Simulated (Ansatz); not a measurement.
## Sensitivity of the G0W0 gap of InSe (P-6m2)

A base run on InSe (P-6m2), then changed inputs.

Calculated with Ansatz 0.2.0; G0W0 on LDA, plane waves, PAW; PAW set soft_1.

**1. Set-up**

Symmetry: P-6m2, No. 187, hexagonal system. The conventional cell has a = 4.047 Å, b = 4.047 Å, c = 18.052 Å, α = 90.00°, β = 90.00°, γ = 120.00°. Nearest to In lie 3 Se at 2.65 Å and 1 In at 2.79 Å. Nearest to Se lie 3 In at 2.65 Å. Nearest to Se lie 3 In at 2.65 Å. Farther neighbours and most contacts between anions are not listed.

As a file:

```cif
data_structure
_symmetry_space_group_name_H-M 'P-6m2'
_symmetry_Int_Tables_number 187
_cell_length_a 4.0473
_cell_length_b 4.0473
_cell_length_c 18.0521
_cell_angle_alpha 90.000
_cell_angle_beta 90.000
_cell_angle_gamma 120.000
_cell_volume 256.09
loop_
_atom_site_label
_atom_site_type_symbol
_atom_site_symmetry_multiplicity
_atom_site_Wyckoff_symbol
_atom_site_fract_x
_atom_site_fract_y
_atom_site_fract_z
_atom_site_occupancy
In1 In 2 g 0.00000 0.00000 0.57739 1
In2 In 2 h 0.33333 0.66667 0.92261 1
Se1 Se 2 i 0.66667 0.33333 0.85300 1
Se2 Se 2 h 0.33333 0.66667 0.64702 1
```

The cell and positions are those that the Materials Project relaxed with its own functionals (PBE, PBE+U or r2SCAN), kept fixed.

**2. The base run: 6×6×2 mesh, 496 empty bands, screening to 90 eV, plasmon pole, PAW set soft_1 files**

Now the one-shot GW correction: screening in the RPA, then the self-energy of the levels asked for. This step takes PAW set soft_1 files.

input.yaml reads:

```yaml
crystal:
  lattice:
    - [4.0473293151, 0.0, 0.0]
    - [-2.0236646576, 3.5050900044, 0.0]
    - [0.0, 0.0, 18.05206491]
  atoms:
    - { symbol: In, position: [0.0, 0.0, 0.57739368] }
    - { symbol: In, position: [0.0, 0.0, 0.42260632] }
    - { symbol: In, position: [0.33333333, 0.66666667, 0.92260951] }
    - { symbol: In, position: [0.33333333, 0.66666667, 0.07739049] }
    - { symbol: Se, position: [0.66666667, 0.33333333, 0.85300007] }
    - { symbol: Se, position: [0.66666667, 0.33333333, 0.14699993] }
    - { symbol: Se, position: [0.33333333, 0.66666667, 0.64701572] }
    - { symbol: Se, position: [0.33333333, 0.66666667, 0.35298428] }
kpoints:
  mp_grid: { grid: [6, 6, 2] }
hamiltonian:
  xc: lda
  pseudopotentials: { kind: paw, azcp: { folder: soft_1 }, xc_functional: pbe }
scf:
  occupations: { method: fixed }
gw:
  n_empty_bands: 496
  ecut_chi: 90
  qp_bands: [v2, c2]
  qp_kpoints: band_edges
  screening: { model: godby_needs }
```

On the command line:

```sh
$ ansatz run input.yaml --threads 3 --pin off --max-ram 92160MiB --backend cuda --events-out ev --progress --plain --runs-dir out --devices 1 --max-vram 13GiB
```

Numbers of over 12 decimals in the logs are rounded to 6 here.

What it wrote:

```text
GPUs: using 1 of 1 available (devices: 1).
Engine: ansatz 0.2.0, x86_64-unknown-linux-gnu
Pseudopotentials: kind: paw
Pseudopotential: In, paw, valence charge 13, recommended cutoff 420 eV (normal), soft_1/In.paw.azcp
Pseudopotential: Se, paw, valence charge 16, recommended cutoff 420 eV (normal), soft_1/Se.paw.azcp
Functional definition: SPW92
  exchange = slater_x
  correlation = pw_c
device memory: the entry about to start is reckoned to put 4.4 GiB on a device that reports 25.5 GiB free (of which the cap on the GPU budget leaves the run 13.0 GiB)
GPU FFT provider: cuFFT
GPU libraries: cuBLAS 13.8.2, cuFFT 12.4.0, cuSOLVER 12.3.4
Crystal: 8 atoms, lattice volume = 256.091 Å³
Basis set: ecut = 420 eV, 4981 PW (Γ)
Bands: 70, of which v1, the nominal top of the filled ones, is band 58 counted from 1 (57 counted from 0)
Symmetry: 12 space group operations
Space group: P-6m2 (ITA 187), of the structure as read, at distance tolerance 6.4e-5 Å
k-points: 14 of 72 (time reversal used)
Non-local potential: In, projectors of the file, l = 0: 2, l = 1: 2, l = 2: 2, l = 3: 1
Non-local potential: Se, projectors of the file, l = 0: 2, l = 1: 2, l = 2: 3, l = 3: 1
PAW form: soft (Blöchl's): semilocal exchange-correlation on the pseudo side does not see the compensation charge
PAW frozen core: In, regenerated for the run's functional, and the local potential with it (the file was generated under x = pbe(κ = 0.804, μ = 0.219515), c = pbe(β = 0.066725))
PAW frozen core: Se, regenerated for the run's functional, and the local potential with it (the file was generated under x = pbe(κ = 0.804, μ = 0.219515), c = pbe(β = 0.066725))
PAW one-centre angular grid: In, 590 points (default); XC on 64 Gauss nodes
PAW one-centre angular grid: Se, 590 points (default); XC on 64 Gauss nodes
Initial density: superposition of atomic densities (chi_scale 0.1, normalization cell, long waves kept (reshape's long-wave potential 0.79 eV rms))
Initial wavefunctions: pseudopotential atomic-orbital guess
GPU buffer pool allocated for 112500 grid points (all kernels)
GPU transforms: local potential and band sums: pruned to the plane-wave sphere, on 27×27×125
Functional: x = slater, c = lda
SCF iter   1: F=—  HF=-43370.926060 eV  |F-HF|=—  |Δ(HF+E_count)|=         —  Δρ=4.58e-2  dr2=3.01e1  ethr=3.10e-3  ⟨swp⟩=4.9  Hψ=3320  notcnv=0  defer=129
preconditioner: auto → Resta (q_TF=auto, 2.391 Å⁻¹)  ε∞=3.0  [insulator: Δε(μ)=0.476 eV  Ē_g=14.413 eV  n_scr=66 (ndim 8)  ℏωp=20.2 eV  f_vac=0.113  ε∞_Penn≈3.0]
SCF iter   2: F=—  HF=-43365.979229 eV  |F-HF|=—  |Δ(HF+E_count)|=    4.95e0  Δρ=1.89e-2  dr2=1.32e0  ethr=3.10e-3  ⟨swp⟩=4.4  Hψ=1951  notcnv=0  defer=129
[...]
E_vxc        = -720.561362  (∫ρ·V_xc dr)
  E_paw        = -24461.021613  (= ΣΔE_a)
  E_vpaw       = -1893.000890  (= ΣTr[D̂ρ^β])
  E_aug_tail   = -0.001154  (compensation charges beyond the density's cutoff)
  E_ewald      = -10101.677288
  E_core_change = 10.007578  (= ΣΔE_core)
  E_smearing   = -0.000000  (= −TS)
  E_closure    = 0.000000  (closes the sum)
  Σ components = -43365.497214   (vs F -43365.497214, Δ=0.00e0)
--- Band table (eV; the first three rows and the last of 14) ---
  k-point 0: bands = [... 54 lower, 4.5056, 4.5555, 4.5555, 5.4910, 5.9908, 6.8453, 7.5478, 7.5955, ... 8 higher]
  k-point 1: bands = [... 54 lower, 4.5380, 4.5380, 4.8784, 4.8901, 6.5195, 6.5349, 7.5756, 7.5818, ... 8 higher]
  k-point 2: bands = [... 54 lower, 4.2199, 4.2917, 4.7796, 5.3647, 7.1797, 7.5679, 8.2338, 8.3645, ... 8 higher]
  k-point 13: bands = [... 54 lower, 3.6230, 3.7279, 3.9136, 4.0154, 7.5157, 7.5867, 7.9955, 8.0794, ... 8 higher]
--- G₀W₀: ω_p = 24.9913 eV, 72 q-points, 496 empty bands' worth ---
  eigenvalues of the whole cell's RPA ε∞ on this k-mesh (on a slab, of 1 + 4πα/V) = 8.1237, 8.1237, 10.7994; static W/v taken at q = 0 is 0.117272
  GN-PPA: 7066538/17765719 pairs with Re ω̃² < 0 across q-mesh
  bands read: the sum over 554 bands ends inside a degenerate multiplet in 1 slot, whose members it reads at an even weight; the widest, k=1: bands 554 to 555 (counted from 1) at 1/2 each
  gw.qp_kpoints: band_edges: 11 of 14 stored k-points solved, in 1 pass; an edge of the gap read off the rows below is read off those points alone
    valence top: of the k-points left out ik 9 came nearest to being solved in a further pass, in band 57 (counted from 1, as in the quasiparticle table): it holds the edge there only if its correction is more favourable than any solved in that band by at least 0.553 eV; those differ by 0.173 eV
    conduction bottom: of the k-points left out ik 11 came nearest to being solved in a further pass, in band 59 (counted from 1, as in the quasiparticle table): it holds the edge there only if its correction is more favourable than any solved in that band by at least 1.309 eV; those differ by 0.488 eV
    ik  band        ε_KS         Σx   Σc(E_QP)       V_xc       Z   E_QP_lin       E_QP  E_QP is
     0    57      4.5555   -17.9809     1.7133   -15.9939  0.7790     4.2813     4.2818  root
     0    58      5.4910   -16.2662     1.0878   -14.9125  0.7828     5.2247     5.2251  root
     0    59      5.9908   -10.0121    -2.9226   -13.5822  0.8042     6.6403     6.6383  root
     0    60      6.8453   -10.8235    -3.2025   -14.7222  0.7945     7.5442     7.5415  root
     1    57      4.8784   -14.9649     1.0128   -13.7017  0.7865     4.6277     4.6280  root
     1    58      4.8901   -14.9802     1.0155   -13.7128  0.7863     4.6379     4.6382  root
     1    59      6.5195   -11.0065    -2.8471   -14.4606  0.7970     7.1282     7.1265  root
     1    60      6.5349   -11.0356    -2.8477   -14.4910  0.7965     7.1443     7.1426  root
[...]
13    57      3.9136   -14.8631     1.2838   -13.1578  0.7879     3.4910     3.4921  root
    13    58      4.0154   -15.5454     1.4572   -13.6811  0.7842     3.6072     3.6084  root
    13    59      7.5157    -7.0649    -3.4356   -10.8689  0.8059     7.8851     7.8842  root
    13    60      7.5867    -6.9941    -3.4373   -10.7735  0.8050     7.9296     7.9288  root
[key lines of the parts left out:]
SCF converged after 10 iterations
Free energy (F): -43365.497214 eV
Fermi energy:    5.491006 eV
```

It took 95 s on 1 × NVIDIA H100 80GB HBM3 (shared by 6 runs) with 3 threads of AMD EPYC 7R13 (Zen 3), shared host; peak memory 3.7 GiB; 3.1 min of CPU time.

The column dr2 measures how far the density is from self-consistency, as an energy; F and HF (Harris–Foulkes) agree once it is small.

Numbers from this step:

```yaml
bands_summed: 554
plasmon_pole_fit_frequency: 24.99 eV
rpa_eps_infinity_on_this_mesh_eigenvalues: 8.124, 8.124, 10.80
plane_waves_in_the_screening_matrix: 501
q_points_in_the_mesh: 72
g0w0_gap_on_the_mesh: 1.413 eV
k_of_the_valence_top: 0, 0, 0
k_of_the_conduction_bottom: 0, 0, 0
starting_gap_on_the_mesh: 0.4998 eV
z_at_the_valence_top: 0.7828
z_at_the_conduction_bottom: 0.8042
least_direct_g0w0_gap_on_the_computed_points: 1.413 eV
```

The gap on the mesh goes from 0.50 eV to 1.41 eV, a correction of +0.91 eV. Between the two edge states, bare exchange in place of the xc potential would open the gap by 4.92 eV, and correlation takes back 4.01 eV.

**3. Variant: plasmon pole at a typed frequency**

input.yaml: that of step 2 with these lines changed.

```diff
@@ -22,4 +22,4 @@
 gw:
-  n_empty_bands: 496
-  ecut_chi: 90
+  n_empty_bands: 581
+  ecut_chi: 100
   qp_bands: [v2, c2]
@@ -27 +27,2 @@
   screening: { model: godby_needs }
+  plasmon_pole_fit_frequency: 10
```

What it wrote:

```text
GPUs: using 1 of 1 available (devices: 1).
[...]
GPU FFT provider: cuFFT
GPU libraries: cuBLAS 13.8.2, cuFFT 12.4.0, cuSOLVER 12.3.4
Crystal: 8 atoms, lattice volume = 256.091 Å³
Basis set: ecut = 420 eV, 4981 PW (Γ)
Bands: 70, of which v1, the nominal top of the filled ones, is band 58 counted from 1 (57 counted from 0)
Symmetry: 12 space group operations
[...]
k-points: 14 of 72 (time reversal used)
[...]
GPU buffer pool allocated for 112500 grid points (all kernels)
[...]
SCF iter   1: F=—  HF=-43370.926060 eV  |F-HF|=—  |Δ(HF+E_count)|=         —  Δρ=4.58e-2  dr2=3.01e1  ethr=3.10e-3  ⟨swp⟩=4.9  Hψ=3320  notcnv=0  defer=129
[...]
SCF iter  10: F=-43365.497214 eV  HF=-43365.497214 eV  |F-HF|=2.68e-8  |Δ(HF+E_count)|=   3.69e-8  Δρ=2.47e-6  dr2=4.59e-8  ethr=8.62e-11  ⟨swp⟩=2.4  Hψ=2824  notcnv=0
SCF 1 converged in 10 iterations: F = -43365.497214 eV  dr2 = 4.59e-8
[...]
NSCF: frozen V_eff on 14 k-points
[...]
G₀W₀ screening: q 1/14
[... further progress lines ...]
SCF converged after 10 iterations
Free energy (F): -43365.497214 eV
[...]
Internal energy: -43365.497214 eV  (E = F + TS)
E sigma→0 (E₀):  -43365.497214 eV
Fermi energy:    5.491006 eV
[...]
--- Band table (eV; the first three rows and the last of 14) ---
  k-point 0: bands = [... 54 lower, 4.5056, 4.5555, 4.5555, 5.4910, 5.9908, 6.8453, 7.5478, 7.5955, ... 8 higher]
  k-point 1: bands = [... 54 lower, 4.5380, 4.5380, 4.8784, 4.8901, 6.5195, 6.5349, 7.5756, 7.5818, ... 8 higher]
  k-point 2: bands = [... 54 lower, 4.2199, 4.2917, 4.7796, 5.3647, 7.1797, 7.5679, 8.2338, 8.3645, ... 8 higher]
  k-point 13: bands = [... 54 lower, 3.6230, 3.7279, 3.9136, 4.0154, 7.5157, 7.5867, 7.9955, 8.0794, ... 8 higher]
--- G₀W₀: ω_p = 10.0000 eV, 72 q-points, 581 empty bands' worth ---
[...]
GN-PPA: 8624272/24392113 pairs with Re ω̃² < 0 across q-mesh
[...]
0    57      4.5555   -17.9809     1.8168   -15.9939  0.7502     4.3850     4.3853  root
     0    58      5.4910   -16.2662     1.1877   -14.9125  0.7534     5.3248     5.3251  root
     0    59      5.9908   -10.0121    -2.8507   -13.5822  0.7796     6.7135     6.7103  root
     0    60      6.8453   -10.8235    -3.1478   -14.7222  0.7684     7.6005     7.5962  root
     1    57      4.8784   -14.9649     1.1254   -13.7017  0.7560     4.7405     4.7407  root
     1    58      4.8901   -14.9802     1.1257   -13.7128  0.7565     4.7482     4.7484  root
     1    59      6.5195   -11.0065    -2.7862   -14.4606  0.7715     7.1902     7.1874  root
     1    60      6.5349   -11.0356    -2.7830   -14.4910  0.7707     7.2101     7.2073  root
[...]
13    57      3.9136   -14.8631     1.4181   -13.1578  0.7580     3.6256     3.6264  root
    13    58      4.0154   -15.5454     1.5872   -13.6811  0.7544     3.7375     3.7384  root
    13    59      7.5157    -7.0649    -3.3549   -10.8689  0.7801     7.9668     7.9649  root
    13    60      7.5867    -6.9941    -3.3601   -10.7735  0.7794     8.0077     8.0060  root
```

The job ended after 1.7 min (1 × NVIDIA H100 80GB HBM3 (shared by 6 runs) with 3 threads; peak memory 4.5 GiB; 3.2 min of CPU time).

The G0W0 gap on the mesh is 1.385 eV.

Against the base:

| setting | base | variant |
| --- | --- | --- |
| empty bands | 496 | 581 |
| screening cutoff (eV) | 90 | 100 |
| plasmon pole fit frequency | - | 10 |

| quantity | variant | base |
| --- | --- | --- |
| starting gap on the mesh | 0.500 | 0.500 |
| G0W0 gap on the mesh | 1.385 | 1.413 |
| least direct G0W0 gap on the computed points | 1.385 | 1.413 |
| Z at the valence top | 0.753 | 0.783 |
| Z at the conduction bottom | 0.780 | 0.804 |

**4. Summary of results**

* base: 1.41 eV, 95 s
* plasmon pole at a typed frequency: 1.39 eV, 1.7 min

**Reading.** Plasmon pole at a typed frequency: the gap moves by −0.03 eV. The variant differs from the base in empty bands, screening cutoff and plasmon pole fit frequency together, so the change can't be laid to one of them. All runs here use a coarse mesh and modest cutoffs; they test settings and are not final values. The many-body steps are scalar-relativistic: spin-orbit coupling is not in them.

[Paths, hosts, dates, memory and timing lines, banners, echoed tables and standing remarks are left out of the program output.]

[Logs are printed without paths, hosts, clocks, repeated set-up lines and the standing remarks that a program may print on its own settings, such as how far it seeks lower states.]

[Runs of the session that timed out or met a known fault of the program may be left out.]

[Cells called generated may have been cut or substituted from an entry of the Crystallography Open Database or the Materials Project.]

[Hosts, paths, dates, database ids (printed as entryN), source tags and the programs' standing remarks are cut or masked in the printed files.]
